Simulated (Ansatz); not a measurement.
# ZnSb (Pbca): the r2SCAN gap against the k mesh of the density

Aim: see how gap, energy and time of ZnSb (Pbca) follow the k mesh of the density.

Program: Ansatz 0.2.0. Level of theory: DFT, r2SCAN, plane waves, PAW. Values are calculated unless marked as measured.

## Step 1: The structure

It takes space group Pbca (No. 61, orthorhombic). Conventional cell: a = 6.218 Å, b = 7.741 Å, c = 8.115 Å, α = 90.00°, β = 90.00°, γ = 90.00°. Nearest to Zn lie 4 Sb at 2.64 to 2.94 Å and 1 Zn at 2.82 Å. Nearest to Sb lie 4 Zn at 2.64 to 2.94 Å and 1 Sb at 2.81 Å. Farther neighbours, and contacts between anions beyond the nearest, are not listed.

Structure file:

```cif
data_structure
_symmetry_space_group_name_H-M 'Pbca'
_symmetry_Int_Tables_number 61
_cell_length_a 6.2180
_cell_length_b 7.7410
_cell_length_c 8.1150
_cell_angle_alpha 90.000
_cell_angle_beta 90.000
_cell_angle_gamma 90.000
_cell_volume 390.60
loop_
_atom_site_label
_atom_site_type_symbol
_atom_site_symmetry_multiplicity
_atom_site_Wyckoff_symbol
_atom_site_fract_x
_atom_site_fract_y
_atom_site_fract_z
_atom_site_occupancy
Zn1 Zn 8 c 0.45390 0.11150 0.86730 1
Sb1 Sb 8 c 0.14200 0.08410 0.10830 1
```

The cell and positions come from the Crystallography Open Database and are kept as given unless a step says otherwise. The default PAW set here is soft_2. Its files were made with PBE.

## Step 2: k mesh of the density: 2×2×2

Contents of input.yaml:

```yaml
crystal:
  lattice:
    - [6.218, 0.0, 0.0]
    - [0.0, 7.741, 0.0]
    - [0.0, 0.0, 8.115]
  atoms:
    - { symbol: Zn, position: [0.4539, 0.1115, 0.8673] }
    - { symbol: Zn, position: [0.0461, 0.8885, 0.3673] }
    - { symbol: Zn, position: [0.9539, 0.3885, 0.1327] }
    - { symbol: Zn, position: [0.5461, 0.6115, 0.6327] }
    - { symbol: Zn, position: [0.5461, 0.8885, 0.1327] }
    - { symbol: Zn, position: [0.9539, 0.1115, 0.6327] }
    - { symbol: Zn, position: [0.0461, 0.6115, 0.8673] }
    - { symbol: Zn, position: [0.4539, 0.3885, 0.3673] }
    - { symbol: Sb, position: [0.142, 0.0841, 0.1083] }
    - { symbol: Sb, position: [0.358, 0.9159, 0.6083] }
    - { symbol: Sb, position: [0.642, 0.4159, 0.8917] }
    - { symbol: Sb, position: [0.858, 0.5841, 0.3917] }
    - { symbol: Sb, position: [0.858, 0.9159, 0.8917] }
    - { symbol: Sb, position: [0.642, 0.0841, 0.3917] }
    - { symbol: Sb, position: [0.358, 0.5841, 0.1083] }
    - { symbol: Sb, position: [0.142, 0.4159, 0.6083] }
kpoints:
  mp_grid: { grid: [2, 2, 2] }
  band_path:
    path:
      - [0.0, 0.0, 0.0]
      - [0.5, 0.0, 0.0]
      - [0.5, 0.5, 0.0]
      - [0.0, 0.5, 0.0]
      - [0.0, 0.0, 0.5]
      - [0.5, 0.0, 0.5]
      - [0.5, 0.5, 0.5]
      - [0.0, 0.5, 0.5]
      - [0.4, 0.0, 0.0]
      - [0.0, 0.0, 0.35]
      - [0.45, 0.0, 0.0]
    npoints: 1
hamiltonian:
  xc: r2scan
scf:
  occupations: { method: fixed }
  n_extra_bands: 9
output:
  eigenvalues: true
  forces: true
  stress: true
```

Run with:

```bash
$ ansatz run input.yaml --threads 24 --pin off --max-ram 82944MiB --backend cuda --events-out ev --progress --plain --runs-dir out --devices 1 --max-vram 78GiB
```

The log of the run:

```text
scf.n_extra_bands = 9 over 108 filled bands (N_el = 216.0): the run solves 117 bands
GPUs: using 1 of 1 available (devices: 1).
Engine: ansatz 0.2.0, aarch64-unknown-linux-gnu
Pseudopotentials: kind: paw
Pseudopotential: Zn, paw, valence charge 12, recommended cutoff 500 eV (meta_gga), Zn.paw.azcp
Pseudopotential: Sb, paw, valence charge 15, recommended cutoff 500 eV (meta_gga), Sb.paw.azcp
Functional definition: r2SCAN
  parameter k0 = 0.174
  parameter k1 = 0.065
  parameter a1 = 4.9479
  exchange = r2scan_x(k0 = k0, k1 = k1, a1 = a1)
  correlation = r2scan_c
[...]
Crystal: 16 atoms, lattice volume = 390.604 Å³
Basis set: ecut = 500 eV, 9939 PW (Γ), exchange–correlation on 192×240×240 points (64 copies of the dense FFT grid, shifted against one another)
Bands: 117, of which v1, the nominal top of the filled ones, is band 108 counted from 1 (107 counted from 0)
Symmetry: 8 space group operations
Space group: Pbca (ITA 61), of the structure as read, at distance tolerance 7.3e-5 Å
k-points: 8
Non-local potential: Zn, projectors of the file, l = 0: 2, l = 1: 2, l = 2: 3, l = 3: 1
Non-local potential: Sb, projectors of the file, l = 0: 2, l = 1: 2, l = 2: 2, l = 3: 2
PAW form: soft (Blöchl's): semilocal exchange-correlation on the pseudo side does not see the compensation charge
PAW frozen core: Zn, regenerated for the run's functional (the file was generated under x = pbe(κ = 0.804, μ = 0.219515), c = pbe(β = 0.066725))
PAW frozen core: Sb, regenerated for the run's functional (the file was generated under x = pbe(κ = 0.804, μ = 0.219515), c = pbe(β = 0.066725))
PAW one-centre angular grid: Zn, 590 points (default); XC on 261 of its mesh's 2673 points in the sphere
PAW one-centre angular grid: Sb, 590 points (default); XC on 160 Gauss nodes
Initial density: superposition of atomic densities (neutral atoms: chi_scale 0, normalization atom), corrected by the library's trained network
Initial wavefunctions: pseudopotential atomic-orbital guess
[...]
Functional: x = r2scan, c = r2scan; τ floored in thin density (d = 2e-4 eV/Å³)
SCF iter   1: F=—  HF=-78598.708137 eV  |F-HF|=—  |Δ(HF+E_count)|=         —  Δρ=1.41e-2  dr2=3.89e-1  dr2_τ=2.14e-2  ethr=1.77e-3  ⟨swp⟩=5.0  Hψ=3415  notcnv=0  defer=45
preconditioner: auto → Resta (q_TF=auto, 2.472 Å⁻¹)  ε∞=7.4  [insulator: Δε(μ)=0.603 eV  Ē_g=8.644 eV  n_scr=100 (ndim 8)  ℏωp=21.9 eV  f_vac=0.007  ε∞_Penn≈7.4]
SCF iter   2: F=—  HF=-78598.720671 eV  |F-HF|=—  |Δ(HF+E_count)|=   1.25e-2  Δρ=2.54e-3  dr2=1.90e-2  dr2_τ=1.60e-3  ethr=1.80e-4  ⟨swp⟩=2.1  Hψ=1698  notcnv=0  defer=46
SCF iter   3: F=—  HF=-78598.711442 eV  |F-HF|=—  |Δ(HF+E_count)|=   9.23e-3  Δρ=3.09e-3  dr2=2.28e-2  dr2_τ=1.41e-4  ethr=8.80e-6  ⟨swp⟩=2.0  Hψ=1465  notcnv=0  defer=48
SCF iter   4: F=—  HF=-78598.710744 eV  |F-HF|=—  |Δ(HF+E_count)|=   6.99e-4  Δρ=1.00e-3  dr2=3.04e-3  dr2_τ=4.21e-5  ethr=8.80e-6  ⟨swp⟩=2.0  Hψ=1402  notcnv=0  defer=48
SCF iter   5: F=—  HF=-78598.711649 eV  |F-HF|=—  |Δ(HF+E_count)|=   9.05e-4  Δρ=2.43e-4  dr2=2.40e-4  dr2_τ=1.74e-6  ethr=1.41e-6  ⟨swp⟩=2.0  Hψ=1475  notcnv=0  defer=48
SCF iter   6: F=—  HF=-78598.709895 eV  |F-HF|=—  |Δ(HF+E_count)|=   1.75e-3  Δρ=7.26e-5  dr2=2.05e-5  dr2_τ=1.08e-7  ethr=1.11e-7  ⟨swp⟩=2.0  Hψ=1451  notcnv=0  defer=29
SCF iter   7: F=—  HF=-78598.711014 eV  |F-HF|=—  |Δ(HF+E_count)|=   1.12e-3  Δρ=1.42e-5  dr2=7.96e-7  dr2_τ=8.15e-9  ethr=9.50e-9  ⟨swp⟩=2.0  Hψ=1451  notcnv=0  defer=29
SCF iter   8: F=-78598.711015 eV  HF=-78598.711015 eV  |F-HF|=5.90e-8  |Δ(HF+E_count)|=   4.11e-7  Δρ=4.80e-6  dr2=7.18e-8  dr2_τ=6.26e-10  ethr=4.63e-11  ⟨swp⟩=11.4  Hψ=5609  notcnv=0
SCF 1 converged in 8 iterations: F = -78598.711015 eV  dr2 = 7.18e-8
[...]
NSCF: frozen V_eff on 11 k-points
SCF converged after 8 iterations
Free energy (F): -78598.711015 eV
Harris-Foulkes:  -78598.711015 eV  (|F-HF|=5.90e-8)
Internal energy: -78598.711015 eV  (E = F + TS)
E sigma→0 (E₀):  -78598.711015 eV
Fermi energy:    8.994135 eV
--- Per-component energies (eV) ---
  E_band       = -1303.203952
  E_kinetic    = 2696.773666
  E_local      = -27102.472050  (includes V_loc(G=0)·N_el)
  E_nonlocal   = 7839.429672
  E_hartree    = 11882.764992
  E_xc         = -2008.542142
  E_vxc        = -1247.858601  (∫ρ·V_xc dr)
  E_paw        = -51612.129267  (= ΣΔE_a)
  E_vpaw       = -7333.210424  (= ΣTr[D̂ρ^β])
  E_aug_tail   = -0.000425  (compensation charges beyond the density's cutoff)
  E_vtau       = 78.599273  (kinetic-family band-sum trace: ∫τ·v_τ [+ j·A + Jᵃ·Aᵃ] dr)
  E_ewald      = -20297.122807
  E_core_change = 2.587346  (= ΣΔE_core)
  E_smearing   = -0.000000  (= −TS)
  E_closure    = -0.000000  (closes the sum)
  Σ components = -78598.711015   (vs F -78598.711015, Δ=0.00e0)
--- Forces (eV/Å), atoms counted from 1 ---
  atom   1  Zn     0.04690798    -0.10352190     0.12884816
  atom   2  Zn    -0.04690798     0.10352190     0.12884816
  atom   3  Zn     0.04690798     0.10352190    -0.12884816
  atom   4  Zn    -0.04690798    -0.10352190    -0.12884816
  atom   5  Zn    -0.04690798     0.10352190    -0.12884816
  atom   6  Zn     0.04690798    -0.10352190    -0.12884816
  atom   7  Zn    -0.04690798    -0.10352190     0.12884816
  atom   8  Zn     0.04690798     0.10352190     0.12884816
  atom   9  Sb     0.08648643     0.02956840    -0.03716975
  atom  10  Sb    -0.08648643    -0.02956840    -0.03716975
  atom  11  Sb     0.08648643    -0.02956840     0.03716975
  atom  12  Sb    -0.08648643     0.02956840     0.03716975
  atom  13  Sb    -0.08648643    -0.02956840     0.03716975
  atom  14  Sb     0.08648643     0.02956840     0.03716975
  atom  15  Sb    -0.08648643     0.02956840    -0.03716975
  atom  16  Sb     0.08648643    -0.02956840    -0.03716975
  max |Σ_I F_I| component: 6.94e-17 eV/Å
--- Stress (GPa, compression-positive) ---
        1.106391       0.000000       0.000000
        0.000000      -0.085657       0.000000
        0.000000       0.000000       0.534211
  P = ⅓ Tr σ = 0.5183 GPa (5.183 kbar)
--- Band table (eV; the first three rows and the last of 8) ---
  k-point 0: bands = ["-20.7003", "-20.7001", "-20.6951", "-20.6949", "-20.5869", "-20.5866", "-20.5866", "-20.5862", "-20.5690", "-20.5659", "-20.5649", "-20.5619", "-20.5137", "-20.5129", "-20.5125", "-20.5124", "-20.4993", "-20.4962", "-20.4946", "-20.4901", "-20.4900", "-20.4900", "-20.4896", "-20.4875", "-20.4875", "-20.4868", "-20.4864", "-20.4853", "-20.4833", "-20.4819", "-20.4741", "-20.4740", "-20.4730", "- [...]
  k-point 1: bands = ["-20.6977", "-20.6977", "-20.6976", "-20.6976", "-20.5867", "-20.5867", "-20.5863", "-20.5863", "-20.5671", "-20.5671", "-20.5640", "-20.5640", "-20.5131", "-20.5131", "-20.5127", "-20.5127", "-20.4971", "-20.4971", "-20.4939", "-20.4939", "-20.4900", "-20.4900", "-20.4877", "-20.4877", "-20.4873", "-20.4873", "-20.4863", "-20.4863", "-20.4787", "-20.4787", "-20.4776", "-20.4776", "-20.4724", "- [...]
  k-point 2: bands = ["-20.7002", "-20.7002", "-20.6950", "-20.6950", "-20.5867", "-20.5867", "-20.5864", "-20.5864", "-20.5675", "-20.5675", "-20.5635", "-20.5635", "-20.5134", "-20.5134", "-20.5125", "-20.5125", "-20.4977", "-20.4977", "-20.4923", "-20.4923", "-20.4897", "-20.4897", "-20.4892", "-20.4892", "-20.4872", "-20.4872", "-20.4850", "-20.4850", "-20.4829", "-20.4829", "-20.4736", "-20.4736", "-20.4731", "- [...]
  k-point 7: bands = ["-20.6975", "-20.6975", "-20.6975", "-20.6975", "-20.5868", "-20.5868", "-20.5868", "-20.5868", "-20.5653", "-20.5653", "-20.5653", "-20.5653", "-20.5129", "-20.5129", "-20.5129", "-20.5129", "-20.4955", "-20.4955", "-20.4955", "-20.4955", "-20.4880", "-20.4880", "-20.4880", "-20.4880", "-20.4873", "-20.4873", "-20.4873", "-20.4873", "-20.4785", "-20.4785", "-20.4785", "-20.4785", "-20.4725", "- [...]
```

The job ended after 1.9 s (1 × NVIDIA GB200 (shared by 2 runs) with 24 threads of Arm Neoverse V2, shared host; peak memory 1.6 GiB; 6.7 s of CPU time).

In the SCF lines HF is the Harris–Foulkes energy and dr2 the Hartree energy of the density residual, in eV; the loop may stop once dr2 is under the threshold and the program's other checks hold. Hψ counts applications of the Hamiltonian.

Numbers from this step:

- pressure: 0.5183 GPa
- gap: 0.3933 eV
- valence top at: k = (0.400, 0.000, 0.000)
- conduction bottom at: k = (0.000, 0.000, 0.350)
- least direct gap: 0.7763 eV

The gap is indirect, with the least direct gap 0.38 eV higher.

## Step 3: k mesh of the density: 4×4×4 (the default)

input.yaml, the sections that differ from step 2:

```yaml
kpoints:
  mp_grid: { grid: [4, 4, 4] }
  band_path:
    path:
      - [[0.0, 0.0, 0.0], [0.5, 0.0, 0.0], [0.5, 0.5, 0.0], [0.0, 0.5, 0.0], [0.0, 0.0, 0.0], [0.0, 0.0, 0.5], [0.5, 0.0, 0.5], [0.5, 0.5, 0.5], [0.0, 0.5, 0.5], [0.0, 0.0, 0.5]]
      - [[0.5, 0.0, 0.0], [0.5, 0.0, 0.5]]
      - [[0.0, 0.5, 0.0], [0.0, 0.5, 0.5]]
      - [[0.5, 0.5, 0.0], [0.5, 0.5, 0.5]]
    npoints: 10
scf:
  occupations: { method: fermi_dirac, width: 0.02 }
  n_extra_bands: 9
# crystal, hamiltonian, output: as in step 2
```

The log of the run:

```text
[...]
GPUs: using 1 of 1 available (devices: 1).
[...]
concurrent solve slots: 14 of 24 are kept, ahead of what memory takes: no pass of the eigensolver takes more rounds on 14
[...]
Crystal: 16 atoms, lattice volume = 390.604 Å³
[...]
atom  15  Sb    -0.12248755    -0.10481165    -0.05803369
  atom  16  Sb     0.12248755     0.10481165    -0.05803369
  max |Σ_I F_I| component: 4.86e-17 eV/Å
--- Stress (GPa, compression-positive) ---
        0.199516       0.000000       0.000000
        0.000000       0.176271       0.000000
        0.000000       0.000000      -0.137286
  P = ⅓ Tr σ = 0.0795 GPa (0.795 kbar)
--- Band table (eV; the first three rows and the last of 27) ---
[...]
[key lines of the parts left out:]
SCF converged after 8 iterations
Free energy (F): -78599.414722 eV
Fermi energy:    9.270543 eV
```

Run time: 4.9 s. Hardware: 1 × NVIDIA GB200 (shared by 2 runs) with 24 threads; peak memory 1.6 GiB; 39 s of CPU time.

Numbers from this step:

```
pressure             : 0.07950 GPa
gap                  : 0.3980 eV
valence top at       : k = (0.400, 0.000, 0.000)
conduction bottom at : k = (0.000, 0.000, 0.350)
least direct gap     : 0.7827 eV
```

The gap is 0.398 eV, +0.005 eV from the run before at this level.

## Step 4: k mesh of the density: 6×4×4

input.yaml, the sections that differ from step 3:

```yaml
kpoints:
  mp_grid: { grid: [6, 4, 4] }
  band_path:
    path:
      - [0.0, 0.0, 0.0]
      - [0.5, 0.0, 0.0]
      - [0.5, 0.5, 0.0]
      - [0.0, 0.5, 0.0]
      - [0.0, 0.0, 0.5]
      - [0.5, 0.0, 0.5]
      - [0.5, 0.5, 0.5]
      - [0.0, 0.5, 0.5]
      - [0.4, 0.0, 0.0]
      - [0.0, 0.0, 0.35]
      - [0.45, 0.0, 0.0]
    npoints: 1
scf:
  occupations: { method: fixed }
  n_extra_bands: 9
# crystal, hamiltonian, output: as in step 3
```

The log of the run:

```text
[...]
GPUs: using 1 of 1 available (devices: 1).
[...]
Crystal: 16 atoms, lattice volume = 390.604 Å³
Basis set: ecut = 500 eV, 9939 PW (Γ), exchange–correlation on 192×240×240 points (64 copies of the dense FFT grid, shifted against one another)
[...]
atom  15  Sb    -0.12393064    -0.10384151    -0.05246138
  atom  16  Sb     0.12393064     0.10384151    -0.05246138
  max |Σ_I F_I| component: 6.94e-17 eV/Å
--- Stress (GPa, compression-positive) ---
        0.218793       0.000000       0.000000
        0.000000       0.175194       0.000000
        0.000000       0.000000      -0.144248
  P = ⅓ Tr σ = 0.0832 GPa (0.832 kbar)
--- Band table (eV; the first three rows and the last of 36) ---
[...]
[key lines of the parts left out:]
SCF converged after 8 iterations
Free energy (F): -78599.419180 eV
Fermi energy:    8.990621 eV
```

It took 3 s on 1 × NVIDIA GB200 (shared by 2 runs) with 24 threads; peak memory 1.5 GiB.

Read from the output:

| Item | Value |
| --- | --- |
| pressure | 0.08325 GPa |
| gap | 0.3981 eV |
| valence top at | k = (0.400, 0.000, 0.000) |
| conduction bottom at | k = (0.000, 0.000, 0.350) |
| least direct gap | 0.7825 eV |

The gap is 0.398 eV, as in the run before at this level.

## Step 5: The series

Differences are against the last row; a negative gap means that bands overlap, and a run with a band path holds that path's time. Times are wall times on 1 × NVIDIA GB200 (shared by 2 runs) with 24 threads of Arm Neoverse V2, shared host, good to a factor of about two.

```tsv
k mesh of the density	gap (eV)	direct gap (eV)	gap error (eV)	energy error (meV/atom)	irreducible k	time
2×2×2	0.393	0.776	−0.005	+44.3	8	1.9 s
4×4×4	0.398	0.783	+0.000	+0.3	27	4.9 s
6×4×4	0.398	0.782	+0.000	+0.0	36	3 s
```

## Step 6: Results

| Property | Result |
| --- | --- |
| 2×2×2 | 0.393 eV |
| 4×4×4 | 0.398 eV |
| 6×4×4 | 0.398 eV |

**Reading.** The gap holds to 0.02 eV from 2×2×2 on, the cheapest setting tried. At 2×2×2 the gap is off by −0.005 eV and the energy by +44 meV/atom. The gap is read over the mesh and added points near the edges, so meshes differ mainly through the density and, for a hybrid, the exchange operator.

[Long decimals in the printed logs are rounded to 6 places.]

[Logs are printed without paths, hosts, clocks, repeated set-up lines and the standing remarks that a program may print on its own settings, such as how far it seeks lower states.]

[Paths, hosts, dates, memory and timing lines, banners, echoed tables and standing remarks are left out of the program output; an Ansatz launch command may be rebuilt from the run's recorded settings. Measured values are a selection of at most five: reports struck by readers or far from the other reports are left out. None is set beside runs whose start may be inverted or whose files or cutoffs have a known fault.]

[Runs of the session that timed out or met a known fault of the program may be left out.]

[Cells called generated may have been cut or substituted from an entry of the Crystallography Open Database or the Materials Project.]

[Hosts, paths, dates, database ids (printed as entryN), source tags and the programs' standing remarks are cut or masked in the printed files.]

[Where the starting crystal was built by hand or by swapping elements, it need not be the compound's stable phase.]
